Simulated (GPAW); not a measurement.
# Geometry or basis: what sets the conductance of a Ga chain with two Ti atoms in line, part 2 of 2

How well does a Ga chain with two Ti atoms in line conduct once its atoms have relaxed, and how much do cheaper levels lose?

GPAW 26.7.0; GPAW LCAO, PAW setups; relaxation of the junction within the symmetry of its start, lead ends held (the session's first sound run).

So far, transmission at the Fermi level (one spin): step 3 (double-zeta polarised basis, PBE, GPAW) 0.866; step 4 (basis szp(dzp), PBE, GPAW) 0.843; step 5 (basis sz(dzp), PBE, GPAW) 0.852; step 6 (RPBE) 0.835.

## 7. Without the relaxation: geometry = "as built"

Level of this step: GPAW LCAO, PAW setups; Landauer transmission from Green's functions with principal layers (ASE), zero bias (GPAW).

The dzp basis with PBE on the structure as first built shows what the relaxation was worth.

Contents of run.py:

```python
import json
import numpy as np
from ase import Atoms
from ase.transport.calculators import TransportCalculator
from gpaw import GPAW, FermiDirac
from gpaw.lcao.tools import get_lcao_hamiltonian
from scipy.linalg import eigh

# The junction with lead layers at both ends, along the third cell vector
device = Atoms(
    ['Ga', 'Ga', 'Ga', 'Ga', 'Ga', 'Ga', 'Ti', 'Ti', 'Ga', 'Ga', 'Ga', 'Ga', 'Ga', 'Ga'],
    positions=[
        [4.50000, 4.50000, 1.27500],
        [4.50000, 4.50000, 3.82500],
        [4.50000, 4.50000, 6.37500],
        [4.50000, 4.50000, 8.92500],
        [4.50000, 4.50000, 11.47500],
        [4.50000, 4.50000, 14.02500],
        [4.50000, 4.50000, 16.42570],
        [4.50000, 4.50000, 18.72570],
        [4.50000, 4.50000, 21.12640],
        [4.50000, 4.50000, 23.67640],
        [4.50000, 4.50000, 26.22640],
        [4.50000, 4.50000, 28.77640],
        [4.50000, 4.50000, 31.32640],
        [4.50000, 4.50000, 33.87640]],
    cell=[[9.0, 0.0, 0.0], [0.0, 9.0, 0.0], [0.0, 0.0, 35.1514]],
    pbc=True)

# One principal layer of the lead: the first 3 atoms of the device
lead = Atoms(
    ['Ga', 'Ga', 'Ga'],
    positions=[
        [4.50000, 4.50000, 1.27500],
        [4.50000, 4.50000, 3.82500],
        [4.50000, 4.50000, 6.37500]],
    cell=[[9.0, 0.0, 0.0], [0.0, 9.0, 0.0], [0.0, 0.0, 7.65]],
    pbc=True)

settings = dict(mode='lcao', basis='dzp', xc='PBE', h=0.2,
                occupations=FermiDirac(0.1), maxiter=250,
                mixer=dict(beta=0.1, nmaxold=8, weight=100.0),
                convergence=dict(density=0.0001))
energies = np.arange(-2, 2 + 1e-9, 0.025)
eta = 0.0001
n1, n2 = 1, 1
# k and -k transmit alike, so half of the mesh across the current serves
mesh = [(i, j) for i in range(n1) for j in range(n2) if (i, j) <= (-i % n1, -j % n2)]
weights = np.array([1 if (i, j) == (-i % n1, -j % n2) else 2 for i, j in mesh]) / (n1 * n2)

# [... helper functions left out ...]
fermi_lead = ground_state(lead, (1, 1, 15), 'lead.txt')
fermi_device = ground_state(device, (1, 1, 2), 'device.txt')
# [... loop over the mesh left out, but for ...]
        # Shift the lead onto the potential of the device's first layer
        shift = ((H[:, 0, 0] - H0[:, 0, 0]) / S0[0, 0]).real.mean()
# [...]
kT = 8.617333e-5 * 300
bias = [0.1, 0.2, 0.5, 1.0, 1.5, 2.0]
# [... integrals and printing left out ...]
```

Run with:

```sh
> OMP_NUM_THREADS=1 OPENBLAS_NUM_THREADS=1 python run.py
```

The program printed:

```text
basis functions: device 214, principal layer 39
Fermi level: lead -2.8498 eV, device -2.7565 eV; lead shifted by 0.0023 eV
largest coupling past the next layer 6.03e-05 eV, largest misfit of the first layer 0.010 eV
  E-E_F (eV)   T (one spin)  [channel counts left out]
    -2.000    1.7897e-01
    -1.975    1.8187e-01
    -1.950    1.8475e-01
[...]
1.975    6.3642e-01
     2.000    6.3059e-01
conductance at 300 K: 2.5413 G0 a cell; thermopower -4.737 uV/K
current from the zero-bias T(E) at 0.1 V: 19.651 uA
current from the zero-bias T(E) at 0.2 V: 39.047 uA
current from the zero-bias T(E) at 0.5 V: 89.697 uA
current from the zero-bias T(E) at 1.0 V: 148.15 uA
current from the zero-bias T(E) at 1.5 V: 206.31 uA
current from the zero-bias T(E) at 2.0 V: 251.04 uA
```

Elapsed: 92 s, on 1 thread of Arm Neoverse V1, shared host; peak memory 1.2 GiB.

Numbers from this step:

| Property | Result |
| --- | --- |
| conductance | 2.541 G₀ |
| thermopower | -4.737 μV/K |
| largest coupling past the next principal layer | 6.03e-5 eV |
| largest misfit of the first principal layer | 0.01049 eV |
| shift that aligns the lead | 0.002342 eV |
| transmission at the Fermi level (one spin) | 2.554 |

The conductance, 2.54 G₀, lies 197 % above that of the dzp run.

## 8. The ladder

Times are for 1 thread of Arm Neoverse V1, shared host. The series side by side:

```tsv
no.	run	conductance (G₀)	time	memory (GiB)
1	dzp	0.8556	84 s	1.2
2	szp	0.8341	73 s	1.1
3	sz	0.8441	48 s	1.1
4	dzp RPBE	0.8234	82 s	1.2
5	asbuilt	2.541	92 s	1.2
```

## 9. The levels side by side

The curves are compared point by point over the common energies.

This step: comparison of transmission and cost over codes, levels and geometry (GPAW 26.7.0).

Ladder, by row:

```tsv
step	code	T at the Fermi level (sum over the listed spins)	conductance (G0)	r.m.s. T(E) from the first	wall time (s)	peak memory (GiB)	threads
dzp	GPAW	0.8662	0.8556	0	83.81	1.16	1
szp	GPAW	0.8433	0.8341	0.1008	72.73	1.14	1
sz	GPAW	0.8521	0.8441	0.1985	48.1	1.05	1
dzp-RPBE	GPAW	0.8346	0.8234	0.08131	82.01	1.16	1
asbuilt	GPAW	2.554	2.541	0.9222	92.41	1.17	1
```

Transmission, zone mean, sum over the listed spins against energy, zero at the Fermi level:

```tsv
energy (eV)	dzp	szp	sz	dzp-RPBE	asbuilt
-2.000	0.109	0.0707	0.0722	0.120	0.179
-1.900	0.113	0.0613	0.0585	0.128	0.190
-1.800	0.115	0.0425	0.0285	0.136	0.200
-1.700	0.114	9.4e-4	3.7e-8	0.146	0.205
-1.600	0.0993	3.0e-8	1.2e-7	0.159	0.189
-1.500	1.5e-6	4.2e-7	0.854	0.185	0.0178
-1.475	1.7e-6	3.0e-6	0.904	0.212	3.3e-6
-1.425	0.568	0.996	0.660	0.152	0.953
-1.400	0.393	0.843	0.605	0.168	0.684
-1.300	0.293	0.534	0.550	0.200	0.506
-1.200	0.313	0.506	0.669	0.236	0.508
-1.100	0.410	0.632	0.982	0.309	0.541
-1.025	0.719	0.979	0.0516	0.480	0.578
-1.000	0.962	0.861	0.00149	0.639	0.592
-0.975	0.680	0.298	0.00683	0.930	0.607
-0.900	0.0219	0.0277	0.0700	0.00260	0.657
-0.800	0.119	0.130	0.133	0.104	0.738
-0.700	0.170	0.184	0.174	0.158	0.836
-0.600	0.207	0.221	0.207	0.195	0.946
-0.500	0.238	0.251	0.235	0.226	0.987
-0.400	0.267	0.278	0.262	0.255	0.459
-0.300	0.297	0.305	0.289	0.284	0.0126
-0.200	0.594	0.549	0.558	0.580	1.75
-0.100	0.848	0.850	0.877	0.810	2.34
-0.050	0.874	0.864	0.880	0.840	2.47
0.000	0.866	0.843	0.852	0.835	2.55
0.100	0.793	0.757	0.758	0.764	2.66
0.200	0.710	0.674	0.665	0.687	2.69
0.300	0.661	0.630	0.612	0.645	2.65
0.400	0.647	0.621	0.600	0.638	2.54
0.500	0.656	0.635	0.610	0.652	2.36
0.600	0.679	0.662	0.635	0.679	2.16
0.700	0.709	0.695	0.669	0.714	1.95
0.800	0.743	0.733	0.708	0.753	1.75
0.900	0.780	0.773	0.751	0.793	1.58
1.000	0.819	0.815	0.798	0.835	1.43
1.100	0.858	0.858	0.848	0.876	1.31
1.200	0.898	0.901	0.900	0.915	1.21
1.300	0.936	0.944	0.954	0.953	1.13
1.400	0.975	0.987	1.01	0.989	1.10
1.500	1.01	1.03	1.07	1.02	1.18
1.600	1.05	1.07	1.13	1.06	0.518
1.700	1.09	1.12	1.19	1.09	0.673
1.800	1.13	1.17	1.26	1.13	0.674
1.900	1.18	1.22	1.32	1.18	0.654
2.000	1.23	1.28	1.39	1.23	0.631
```

## 10. Potential alignment off, mixing 0.15, mixing history 3

Without the shift, lead and junction are matched by their Fermi levels alone. Mixing changes the road to self-consistency, not its end. The mixing history changes the road to self-consistency, not its end.

This step: GPAW LCAO, PAW setups; Landauer transmission from Green's functions with principal layers (ASE), zero bias (GPAW 26.7.0).

Changes to run.py since step 7:

```diff
@@ -17,6 +17,6 @@
         [4.50000, 4.50000, 11.47500],
-        [4.50000, 4.50000, 14.02500],
-        [4.50000, 4.50000, 16.42570],
-        [4.50000, 4.50000, 18.72570],
-        [4.50000, 4.50000, 21.12640],
+        [4.50000, 4.50000, 13.95094],
+        [4.50000, 4.50000, 16.60506],
+        [4.50000, 4.50000, 18.54634],
+        [4.50000, 4.50000, 21.20046],
         [4.50000, 4.50000, 23.67640],
@@ -41,3 +41,3 @@
                 occupations=FermiDirac(0.1), maxiter=250,
-                mixer=dict(beta=0.1, nmaxold=8, weight=100.0),
+                mixer=dict(beta=0.15, nmaxold=3, weight=100.0),
                 convergence=dict(density=0.0001))
@@ -54,4 +54,4 @@
 # [... loop over the mesh left out, but for ...]
-        # Shift the lead onto the potential of the device's first layer
-        shift = ((H[:, 0, 0] - H0[:, 0, 0]) / S0[0, 0]).real.mean()
+        # Lead and device are aligned by their Fermi levels alone
+        shift = 0.0
 # [...]
```

The program printed:

```text
basis functions: device 214, principal layer 39
Fermi level: lead -2.8498 eV, device -2.7305 eV; lead shifted by 0.0000 eV
largest coupling past the next layer 6.03e-05 eV, largest misfit of the first layer 0.028 eV
  E-E_F (eV)   T (one spin)  [channel counts left out]
    -2.000    1.0902e-01
    -1.975    1.1002e-01
    -1.950    1.1098e-01
    -1.925    1.1189e-01
    -1.900    1.1276e-01
    -1.875    1.1356e-01
    -1.850    1.1427e-01
    -1.825    1.1486e-01
    -1.800    1.1531e-01
    -1.775    1.1557e-01
    -1.750    1.1558e-01
    -1.725    1.1525e-01
    -1.700    1.1447e-01
    -1.675    1.1305e-01
    -1.650    1.1074e-01
    -1.625    1.0713e-01
[...]
1.825    1.1450e+00
     1.850    1.1566e+00
     1.875    1.1684e+00
     1.900    1.1806e+00
     1.925    1.1930e+00
     1.950    1.2058e+00
     1.975    1.2190e+00
     2.000    1.2325e+00
conductance at 300 K: 0.86272 G0 a cell; thermopower 1.973 uV/K
current from the zero-bias T(E) at 0.1 V: 6.6445 uA
current from the zero-bias T(E) at 0.2 V: 13.056 uA
current from the zero-bias T(E) at 0.5 V: 29 uA
current from the zero-bias T(E) at 1.0 V: 47.323 uA
current from the zero-bias T(E) at 1.5 V: 64.464 uA
current from the zero-bias T(E) at 2.0 V: 82.985 uA
```

Elapsed: 2.6 min, on 1 thread; peak memory 1 GiB.

This step gave:

```yaml
conductance: 0.8627 G₀
thermopower: 1.973 μV/K
largest_misfit_of_the_first_principal_layer: 0.02842 eV
shift_that_aligns_the_lead: 0 eV
transmission_at_the_fermi_level_one_spin: 0.8773
```

One spin. The transmission, zone mean by energy, zero at the Fermi level:

energy (eV), transmission, zone mean and a bar:
```
   -2.000       0.11 
   -1.800       0.12 
   -1.600       0.10 
   -1.425       0.69 ################
   -1.400       0.42 #########
   -1.200       0.31 ######
   -1.000       0.96 #######################
   -0.800       0.12 
   -0.600       0.21 ###
   -0.400       0.27 ####
   -0.200       0.60 #############
   -0.025       0.88 #####################
    0.000       0.88 #####################
    0.200       0.71 ################
    0.400       0.65 ##############
    0.600       0.68 ###############
    0.800       0.74 #################
    1.000       0.82 ###################
    1.200       0.90 #####################
    1.400       0.97 #######################
    1.600       1.05 #########################
    1.800       1.13 ###########################
    2.000       1.23 ##############################
```

Not self-consistent under bias; the bias window is split evenly. Table of current through one cell, from the zero-bias transmission by bias:

```tsv
bias (V)	current through one cell, from the zero-bias transmission (μA)
0.100	6.64
0.200	13.1
0.500	29.0
1.000	47.3
1.500	64.5
2.000	83.0
```

Table of transmission of the three most open eigenchannels by energy, zero at the Fermi level:

```tsv
energy (eV)	channel 1	channel 2	channel 3
-2.000	0.109	0	0
-1.800	0.115	0	0
-1.600	0.102	0	0
-1.400	0.423	0	0
-1.200	0.314	0	0
-1.000	0.962	0	0
-0.800	0.119	0	0
-0.600	0.207	0	0
-0.400	0.267	0	0
-0.200	0.326	0.139	0.139
0.000	0.390	0.243	0.243
0.200	0.462	0.122	0.122
0.400	0.542	0.0529	0.0529
0.600	0.630	0.0252	0.0252
0.800	0.723	0.0107	0.0107
1.000	0.815	0.00223	0.00223
1.200	0.897	2.9e-4	2.9e-4
1.400	0.958	0.00829	0.00829
1.600	0.991	0.0301	0.0301
1.800	0.999	0.0673	0.0673
2.000	0.997	0.118	0.118
```

The conductance, 0.863 G₀, lies 0.8 % above that of the dzp run.

## 11. Results

| Property | Result |
| --- | --- |
| conductance | 0.856 G₀ |
| transmission at the Fermi level, mean of the spins | 0.866 |
| thermopower | 2.34 μV/K |

**Reading.** In the dzp basis the junction conducts 0.856 G₀ at 300 K, with T = 0.866 a spin at the Fermi level; the sz basis reaches that conductance within 10 %. Relaxation moved atoms by up to 0.18 Å and took the conductance from 2.54 to 0.856 G₀, as a ratio a larger change than the step from dzp to the minimal basis. At the Fermi level the three most open eigenchannels pass 0.39, 0.24 and 0.24. Measured against the first run (dzp), the nearest curve is that of dzp-RPBE (r.m.s. 0.081) and the farthest that of asbuilt (0.92). Over the compared runs wall time goes from 48 s (sz) to 92 s (asbuilt), on a shared host. The leads kept an estimated spacing and the cell its length, so the junction may be under some tension or compression. The geometry comes from the orbital basis, which tends to overbind, and kept the symmetry of the start, so a structure of lower symmetry may lie lower. The run had no spin polarisation, so a magnetic state, which chains and small molecules with open shells often have, wasn't tested. An evenly spaced straight chain is an idealisation: free chains tend to dimerise, zigzag or, where a band edge lies near the Fermi level, turn magnetic. The currents use the zero-bias T(E) throughout, which holds only while the bias is small against the distance to the nearest feature.

[Logs are printed without paths, hosts, clocks, repeated set-up lines and the standing remarks that a program may print on its own settings, such as how far it seeks lower states.]

[Hosts, paths, dates, database ids (printed as entryN), source tags and the programs' standing remarks are cut or masked in the printed files.]
